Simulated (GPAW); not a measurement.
# A Fe chain with one atom pushed aside at constant bond length: a series of junctions

Aim: how the conductance and the thermopower change along a series of junctions, a Fe chain with one atom pushed aside at constant bond length.

Main program and level: GPAW 26.7.0; GPAW LCAO, PAW setups; Landauer transmission from Green's functions with principal layers (ASE), zero bias.

## Step 1: The starting structure

The cell holds 11 atoms: 11 Fe. Cell: a = 9.000 Å, b = 9.000 Å, c = 24.820 Å, α = 90.0°, β = 90.0°, γ = 90.0°. Regions: left lead, 5 atoms (5 Fe); channel, 1 atom (1 Fe); right lead, 5 atoms (5 Fe). Vacuum lies along a and b. The structure is stacked along c, and the current runs across the ab planes.

## Step 2: Member of the series, offset 0.3 Å

The structure changes from member to member while basis and functional stay, so that the trend is less open to errors of the level than any single value.

Input file run.py:

```python
import json
import numpy as np
from ase import Atoms
from ase.transport.calculators import TransportCalculator
from gpaw import GPAW, FermiDirac
from gpaw.lcao.tools import get_lcao_hamiltonian
from scipy.linalg import eigh

# The junction with lead layers at both ends, along the third cell vector
device = Atoms(
    ['Fe', 'Fe', 'Fe', 'Fe', 'Fe', 'Fe', 'Fe', 'Fe', 'Fe', 'Fe', 'Fe'],
    positions=[
        [4.50000, 4.50000, 1.13000],
        [4.50000, 4.50000, 3.39000],
        [4.50000, 4.50000, 5.65000],
        [4.50000, 4.50000, 7.91000],
        [4.50000, 4.50000, 10.17000],
        [4.80000, 4.50000, 12.41000],
        [4.50000, 4.50000, 14.65000],
        [4.50000, 4.50000, 16.91000],
        [4.50000, 4.50000, 19.17000],
        [4.50000, 4.50000, 21.43000],
        [4.50000, 4.50000, 23.69000]],
    cell=[[9.0, 0.0, 0.0], [0.0, 9.0, 0.0], [0.0, 0.0, 24.82]],
    pbc=True,
    magmoms=[3.0, 3.0, 3.0, 3.0, 3.0, 3.0, 3.0, 3.0, 3.0, 3.0, 3.0])

# One principal layer of the lead: the first 3 atoms of the device
lead = Atoms(
    ['Fe', 'Fe', 'Fe'],
    positions=[
        [4.50000, 4.50000, 1.13000],
        [4.50000, 4.50000, 3.39000],
        [4.50000, 4.50000, 5.65000]],
    cell=[[9.0, 0.0, 0.0], [0.0, 9.0, 0.0], [0.0, 0.0, 6.78]],
    pbc=True,
    magmoms=[3.0, 3.0, 3.0])

settings = dict(mode='lcao', basis='dzp', xc='RPBE', h=0.18,
                occupations=FermiDirac(0.1), maxiter=250,
                mixer=dict(beta=0.05, nmaxold=8, weight=100.0),
                convergence=dict(density=0.0001))
energies = np.arange(-2, 2 + 1e-9, 0.05)
eta = 0.0001
n1, n2 = 1, 1
# k and -k transmit alike, so half of the mesh across the current serves
mesh = [(i, j) for i in range(n1) for j in range(n2) if (i, j) <= (-i % n1, -j % n2)]
weights = np.array([1 if (i, j) == (-i % n1, -j % n2) else 2 for i, j in mesh]) / (n1 * n2)

# [... helper functions left out ...]
fermi_lead = ground_state(lead, (1, 1, 17), 'lead.txt')
fermi_device = ground_state(device, (1, 1, 3), 'device.txt')
# [... loop over the mesh left out, but for ...]
        # Shift the lead onto the potential of the device's first layer
        shift = ((H[:, 0, 0] - H0[:, 0, 0]) / S0[0, 0]).real.mean()
# [...]
kT = 8.617333e-5 * 300
bias = [0.1, 0.2, 0.5, 1.0, 1.5, 2.0]
# [... integrals and printing left out ...]
```

The run is started by

```
$ OMP_NUM_THREADS=1 OPENBLAS_NUM_THREADS=1 python run.py
```

Output:

```text
basis functions: device 165, principal layer 45
Fermi level: lead -1.5513 eV, device -1.5373 eV; lead shifted by 0.0073 eV
largest coupling past the next layer 6.24e-05 eV, largest misfit of the first layer 0.200 eV
  E-E_F (eV)   T up        T down      [channel counts left out]
    -2.000    3.9870e+00  9.9904e-01
    -1.950    3.9850e+00  9.9905e-01
    -1.900    3.9826e+00  9.9906e-01
    -1.850    3.9803e+00  9.9906e-01
    -1.800    3.9783e+00  9.9907e-01
    -1.750    3.9767e+00  9.9907e-01
    -1.700    3.9750e+00  9.9906e-01
    -1.650    3.9722e+00  9.9906e-01
    -1.600    3.9675e+00  9.9904e-01
    -1.550    3.9590e+00  9.9902e-01
    -1.500    3.9463e+00  9.9899e-01
    -1.450    3.9244e+00  9.9892e-01
    -1.400    3.8850e+00  9.9879e-01
    -1.350    3.8289e+00  9.9839e-01
    -1.300    3.7827e+00  1.6238e+00
    -1.250    2.6244e+00  2.7258e+00
[...]
1.650    9.9471e-01  2.7539e+00
     1.700    9.9458e-01  2.7138e+00
     1.750    9.9445e-01  2.6761e+00
     1.800    9.9431e-01  2.6541e+00
     1.850    9.9418e-01  2.5286e+00
     1.900    9.9404e-01  8.0453e-01
     1.950    9.9390e-01  9.1238e-01
     2.000    9.9377e-01  9.4306e-01
conductance at 300 K: 2.4278 G0 a cell; thermopower -4.545 uV/K
current from the zero-bias T(E) at 0.1 V: 18.863 uA
current from the zero-bias T(E) at 0.2 V: 38.259 uA
current from the zero-bias T(E) at 0.5 V: 100.8 uA
current from the zero-bias T(E) at 1.0 V: 212.88 uA
current from the zero-bias T(E) at 1.5 V: 317.27 uA
current from the zero-bias T(E) at 2.0 V: 409.43 uA
```

It took 6.3 min on 1 thread of Arm Neoverse V2, shared host; peak memory 1.5 GiB.

This step gave:

- conductance: 2.428 G₀
- largest coupling past the next principal layer: 6.24e-5 eV
- largest misfit of the first principal layer: 0.2003 eV
- shift that aligns the lead: 0.007310 eV
- basis functions of the junction: 165
- basis functions of a principal layer: 45
- transmission at the Fermi level, spin up: 0.9971
- transmission at the Fermi level, spin down: 3.958

Each spin. Transmission, zone mean against energy, zero at the Fermi level:

```tsv
energy (eV)	T, spin up	T, spin down
-2.00	3.99	0.999
-1.85	3.98	0.999
-1.70	3.97	0.999
-1.60	3.97	0.999
-1.45	3.92	0.999
-1.30	3.78	1.62
-1.15	0.958	2.88
-1.05	0.989	2.83
-0.90	0.994	3.87
-0.75	0.996	3.96
-0.60	0.996	3.98
-0.50	0.996	3.99
-0.35	0.997	3.99
-0.20	0.997	3.99
-0.05	0.997	3.48
0.00	0.997	3.96
0.05	0.997	3.86
0.20	0.997	4.89
0.35	0.997	5.70
0.50	0.997	5.55
0.60	0.997	4.48
0.75	0.997	3.92
0.90	0.996	3.58
1.05	0.996	3.94
1.15	0.996	3.94
1.30	0.996	3.92
1.45	0.995	3.84
1.60	0.995	2.78
1.70	0.995	2.71
1.85	0.994	2.53
2.00	0.994	0.943
```

Not self-consistent under bias; the bias window is split evenly. Table of current through one cell, from the zero-bias transmission by bias:

```tsv
bias (V)	current through one cell, from the zero-bias transmission (μA)
0.100	18.9
0.200	38.3
0.500	101
1.000	213
1.500	317
2.000	409
```

Transmission of the three most open eigenchannels against energy, zero at the Fermi level:

```tsv
energy (eV)	channel 1 up	channel 2 up	channel 3 up	channel 1 down	channel 2 down	channel 3 down
-2.00	0.999	0.998	0.997	0.999	0	0
-1.85	0.999	0.997	0.996	0.999	0	0
-1.70	0.998	0.998	0.994	0.999	0	0
-1.50	0.998	0.997	0.985	0.999	0	0
-1.35	0.997	0.991	0.939	0.998	4.8e-9	2.1e-9
-1.20	0.979	0.941	0.742	0.999	0.995	0.883
-1.05	0.989	4.9e-11	2.3e-11	0.999	0.990	0.838
-0.90	0.994	0	0	0.999	0.997	0.974
-0.70	0.996	0	0	0.999	0.998	0.997
-0.55	0.997	0	0	0.999	0.997	0.997
-0.40	0.997	0	0	0.999	0.997	0.996
-0.25	0.997	0	0	0.999	0.997	0.997
-0.10	0.997	0	0	0.999	0.998	0.998
0.00	0.997	0	0	0.998	0.998	0.998
0.10	0.997	0	0	0.999	0.998	0.997
0.25	0.997	0	0	0.999	0.998	0.993
0.40	0.997	0	0	0.998	0.998	0.997
0.55	0.997	0	0	0.998	0.996	0.991
0.70	0.997	0	0	0.998	0.998	0.964
0.90	0.996	0	0	0.998	0.996	0.969
1.05	0.996	0	0	0.998	0.993	0.985
1.20	0.996	0	0	0.998	0.994	0.987
1.35	0.995	0	0	0.998	0.997	0.967
1.50	0.995	0	0	0.998	0.996	0.913
1.70	0.995	0	0	0.992	0.979	0.743
1.85	0.994	0	0	0.958	0.931	0.640
2.00	0.994	0	0	0.943	1.6e-10	1.3e-10
```

Site moment by atom:

```tsv
atom	site moment (μB)
Fe1	3.09
Fe2	3.09
Fe3	3.09
Fe4	3.09
Fe5	3.09
Fe6	3.08
Fe7	3.09
Fe8	3.09
Fe9	3.09
Fe10	3.09
Fe11	3.09
```

Couplings past the next layer reach 6.2e-5 eV, small enough to drop; the matrix elements of the cell's first layer differ from the bulk lead's by up to 0.20 eV. That layer keeps its own values in the calculation, and only beyond it is the lead taken as perfect. The Fermi levels of lead and junction count from different zeros of potential, one for each periodic cell; with both set to zero, the small remaining shift is what aligns them. By hand: G = 2.428 × 77.48 μS = 188 μS, a resistance of 5.32 kΩ; at 0.1 V a linear junction would pass 18.8 μA, and the integral over the bias window gives 18.9 μA.

## Step 3: Member of the series: offset = 0.6

The cell differs from the one that the last finished run ended in (c 24.820 → 24.698 Å).

Changes to run.py since step 2:

```diff
@@ -17,9 +17,9 @@
         [4.50000, 4.50000, 10.17000],
-        [4.80000, 4.50000, 12.41000],
-        [4.50000, 4.50000, 14.65000],
-        [4.50000, 4.50000, 16.91000],
-        [4.50000, 4.50000, 19.17000],
-        [4.50000, 4.50000, 21.43000],
-        [4.50000, 4.50000, 23.69000]],
-    cell=[[9.0, 0.0, 0.0], [0.0, 9.0, 0.0], [0.0, 0.0, 24.82]],
+        [5.10000, 4.50000, 12.34890],
+        [4.50000, 4.50000, 14.52780],
+        [4.50000, 4.50000, 16.78780],
+        [4.50000, 4.50000, 19.04780],
+        [4.50000, 4.50000, 21.30780],
+        [4.50000, 4.50000, 23.56780]],
+    cell=[[9.0, 0.0, 0.0], [0.0, 9.0, 0.0], [0.0, 0.0, 24.6978]],
     pbc=True,
```

Output:

```text
basis functions: device 165, principal layer 45
Fermi level: lead -1.5513 eV, device -1.5253 eV; lead shifted by 0.0132 eV
largest coupling past the next layer 6.24e-05 eV, largest misfit of the first layer 0.192 eV
  E-E_F (eV)   T up        T down      [channel counts left out]
    -2.000    3.9261e+00  9.9812e-01
    -1.950    3.9157e+00  9.9819e-01
    -1.900    3.9021e+00  9.9826e-01
    -1.850    3.8857e+00  9.9833e-01
    -1.800    3.8672e+00  9.9840e-01
    -1.750    3.8463e+00  9.9847e-01
    -1.700    3.8231e+00  9.9853e-01
    -1.650    3.7966e+00  9.9860e-01
    -1.600    3.7648e+00  9.9867e-01
    -1.550    3.7229e+00  9.9874e-01
    -1.500    3.6664e+00  9.9882e-01
    -1.450    3.5870e+00  9.9892e-01
    -1.400    3.4756e+00  9.9904e-01
    -1.350    3.3224e+00  9.9908e-01
    -1.300    3.0453e+00  1.1191e+00
    -1.250    1.9520e+00  1.6880e+00
[...]
1.650    9.1324e-01  2.2173e+00
     1.700    9.1043e-01  2.1776e+00
     1.750    9.0756e-01  2.1340e+00
     1.800    9.0463e-01  2.0994e+00
     1.850    9.0165e-01  2.0832e+00
     1.900    8.9861e-01  8.8332e-01
     1.950    8.9552e-01  8.3978e-01
     2.000    8.9237e-01  8.2279e-01
conductance at 300 K: 2.3437 G0 a cell; thermopower 3.258 uV/K
current from the zero-bias T(E) at 0.1 V: 18.168 uA
current from the zero-bias T(E) at 0.2 V: 36.608 uA
current from the zero-bias T(E) at 0.5 V: 95.358 uA
current from the zero-bias T(E) at 1.0 V: 203.5 uA
current from the zero-bias T(E) at 1.5 V: 300.21 uA
current from the zero-bias T(E) at 2.0 V: 386.5 uA
```

Elapsed: 4.5 min, on 1 thread; peak memory 1.5 GiB.

This step gave:

```
conductance                                 : 2.344 G₀
largest misfit of the first principal layer : 0.1922 eV
shift that aligns the lead                  : 0.01316 eV
transmission at the Fermi level, spin up    : 0.9696
transmission at the Fermi level, spin down  : 3.846
```

Each spin. Transmission, zone mean against energy, zero at the Fermi level:

```tsv
energy (eV)	T, spin up	T, spin down
-2.000	3.93	0.998
-1.800	3.87	0.998
-1.600	3.76	0.999
-1.400	3.48	0.999
-1.200	1.96	1.86
-1.000	0.969	2.27
-0.800	0.972	3.84
-0.600	0.973	3.91
-0.400	0.973	3.93
-0.200	0.972	3.93
0.000	0.970	3.85
0.200	0.967	4.41
0.400	0.963	5.79
0.600	0.958	4.14
0.800	0.952	3.46
1.000	0.944	3.58
1.200	0.936	3.54
1.400	0.926	3.31
1.600	0.916	2.23
1.800	0.905	2.10
2.000	0.892	0.823
```

Not self-consistent under bias; the bias window is split evenly. The current through one cell, from the zero-bias transmission by bias:

```tsv
bias (V)	current through one cell, from the zero-bias transmission (μA)
0.100	18.2
0.200	36.6
0.500	95.4
1.000	204
1.500	300
2.000	387
```

Table of transmission of the three most open eigenchannels by energy, zero at the Fermi level:

```tsv
energy (eV)	channel 1 up	channel 2 up	channel 3 up	channel 1 down	channel 2 down	channel 3 down
-2.0000	0.998	0.993	0.990	0.998	0	0
-1.7500	0.998	0.991	0.970	0.998	0	0
-1.5000	0.996	0.994	0.902	0.999	0	0
-1.2500	0.982	0.959	0.0115	0.990	0.692	0.00678
-1.0000	0.969	4.3e-12	0	0.998	0.935	0.334
-0.7500	0.972	0	0	0.998	0.996	0.979
-0.5000	0.971	0	0	0.997	0.992	0.975
-0.2500	0.972	0	0	0.999	0.992	0.974
0.0000	0.970	0	0	0.992	0.965	0.964
0.2500	0.966	0	0	0.997	0.980	0.910
0.5000	0.960	0	0	0.991	0.988	0.814
0.7500	0.953	0	0	0.997	0.981	0.689
1.0000	0.944	0	0	0.996	0.959	0.935
1.2500	0.934	0	0	0.995	0.964	0.883
1.5000	0.921	0	0	0.994	0.966	0.566
1.7500	0.908	0	0	0.996	0.905	0.233
2.0000	0.892	0	0	0.823	1.1e-10	7.3e-11
```

The conductance, 2.34 G₀, lies 3.5 % below that of the member before.

## Step 4: Member of the series: offset = 0.9

The cell differs from the one that the last finished run ended in (c 24.698 → 24.486 Å).

Changes to run.py since step 3:

```diff
@@ -17,9 +17,9 @@
         [4.50000, 4.50000, 10.17000],
-        [5.10000, 4.50000, 12.34890],
-        [4.50000, 4.50000, 14.52780],
-        [4.50000, 4.50000, 16.78780],
-        [4.50000, 4.50000, 19.04780],
-        [4.50000, 4.50000, 21.30780],
-        [4.50000, 4.50000, 23.56780]],
-    cell=[[9.0, 0.0, 0.0], [0.0, 9.0, 0.0], [0.0, 0.0, 24.6978]],
+        [5.40000, 4.50000, 12.24307],
+        [4.50000, 4.50000, 14.31613],
+        [4.50000, 4.50000, 16.57613],
+        [4.50000, 4.50000, 18.83613],
+        [4.50000, 4.50000, 21.09613],
+        [4.50000, 4.50000, 23.35613]],
+    cell=[[9.0, 0.0, 0.0], [0.0, 9.0, 0.0], [0.0, 0.0, 24.48613]],
     pbc=True,
```

Output:

```text
basis functions: device 165, principal layer 45
Fermi level: lead -1.5513 eV, device -1.5095 eV; lead shifted by 0.0204 eV
largest coupling past the next layer 6.24e-05 eV, largest misfit of the first layer 0.181 eV
  E-E_F (eV)   T up        T down      [channel counts left out]
    -2.000    3.6933e+00  9.9849e-01
    -1.950    3.6737e+00  9.9862e-01
    -1.900    3.6440e+00  9.9875e-01
[...]
1.950    3.8412e-01  9.9761e-01
     2.000    3.6926e-01  9.7057e-01
conductance at 300 K: 2.1635 G0 a cell; thermopower 1.832 uV/K
current from the zero-bias T(E) at 0.1 V: 16.776 uA
current from the zero-bias T(E) at 0.2 V: 33.753 uA
current from the zero-bias T(E) at 0.5 V: 86.827 uA
current from the zero-bias T(E) at 1.0 V: 181.35 uA
current from the zero-bias T(E) at 1.5 V: 267.32 uA
current from the zero-bias T(E) at 2.0 V: 341.47 uA
```

Wall time 4.1 min (1 thread); peak memory 1.5 GiB.

The conductance, 2.16 G₀, lies 7.7 % below that of the member before.

## Step 5: Member of the series: offset = 1.2

The cell differs from the one that the last finished run ended in (c 24.486 → 24.170 Å).

Changes to run.py since step 4:

```diff
@@ -17,9 +17,9 @@
         [4.50000, 4.50000, 10.17000],
-        [5.40000, 4.50000, 12.24307],
-        [4.50000, 4.50000, 14.31613],
-        [4.50000, 4.50000, 16.57613],
-        [4.50000, 4.50000, 18.83613],
-        [4.50000, 4.50000, 21.09613],
-        [4.50000, 4.50000, 23.35613]],
-    cell=[[9.0, 0.0, 0.0], [0.0, 9.0, 0.0], [0.0, 0.0, 24.48613]],
+        [5.70000, 4.50000, 12.08510],
+        [4.50000, 4.50000, 14.00020],
+        [4.50000, 4.50000, 16.26020],
+        [4.50000, 4.50000, 18.52020],
+        [4.50000, 4.50000, 20.78020],
+        [4.50000, 4.50000, 23.04020]],
+    cell=[[9.0, 0.0, 0.0], [0.0, 9.0, 0.0], [0.0, 0.0, 24.1702]],
     pbc=True,
```

Output:

```text
basis functions: device 165, principal layer 45
Fermi level: lead -1.5513 eV, device -1.4929 eV; lead shifted by 0.0285 eV
largest coupling past the next layer 6.24e-05 eV, largest misfit of the first layer 0.171 eV
  E-E_F (eV)   T up        T down      [channel counts left out]
    -2.000    3.1382e+00  9.9810e-01
    -1.950    3.1166e+00  9.9798e-01
    -1.900    3.0768e+00  9.9783e-01
[...]
1.950    7.5064e-02  8.2327e-01
     2.000    8.1520e-02  8.7274e-01
conductance at 300 K: 1.7856 G0 a cell; thermopower 5.41 uV/K
current from the zero-bias T(E) at 0.1 V: 13.828 uA
current from the zero-bias T(E) at 0.2 V: 27.786 uA
current from the zero-bias T(E) at 0.5 V: 69.376 uA
current from the zero-bias T(E) at 1.0 V: 139.06 uA
current from the zero-bias T(E) at 1.5 V: 204.49 uA
current from the zero-bias T(E) at 2.0 V: 262.53 uA
```

Wall time 5.2 min (1 thread); peak memory 1.5 GiB.

Each spin. Table of transmission, zone mean by energy, zero at the Fermi level:

```tsv
energy (eV)	T, spin up	T, spin down
-2.00	3.14	0.998
-1.85	3.02	0.998
-1.70	2.77	0.997
-1.60	2.59	0.996
-1.45	2.35	0.992
-1.30	1.83	0.948
-1.15	0.947	1.42
-1.05	0.972	1.58
-0.90	0.999	2.16
-0.75	0.990	2.53
-0.60	0.966	2.88
-0.50	0.947	3.12
-0.35	0.905	3.34
-0.20	0.852	3.29
-0.05	0.784	2.83
0.00	0.757	2.95
0.05	0.728	2.47
0.20	0.628	2.16
0.35	0.511	2.58
0.50	0.382	2.79
0.60	0.297	2.53
0.75	0.180	2.53
0.90	0.0893	2.83
1.05	0.0313	2.23
1.15	0.0102	1.86
1.30	1.5e-6	1.61
1.45	0.00773	1.58
1.60	0.0253	1.49
1.70	0.0395	1.47
1.85	0.0613	1.24
2.00	0.0815	0.873
```

The conductance, 1.79 G₀, lies 17 % below that of the member before.

## Step 6: The series together

Times are for 1 thread of Arm Neoverse V2, shared host. The series side by side:

```tsv
no.	offset (Å)	conductance (G₀)	time	memory (GiB)
1	0.3	2.428	6.3 min	1.5
2	0.6	2.344	4.5 min	1.5
3	0.9	2.163	4.1 min	1.5
4	1.2	1.786	5.2 min	1.5
```

(Part 1 of 2 ends here.)

[Logs are printed without paths, hosts, clocks, repeated set-up lines and the standing remarks that a program may print on its own settings, such as how far it seeks lower states.]

[Hosts, paths, dates, database ids (printed as entryN), source tags and the programs' standing remarks are cut or masked in the printed files.]
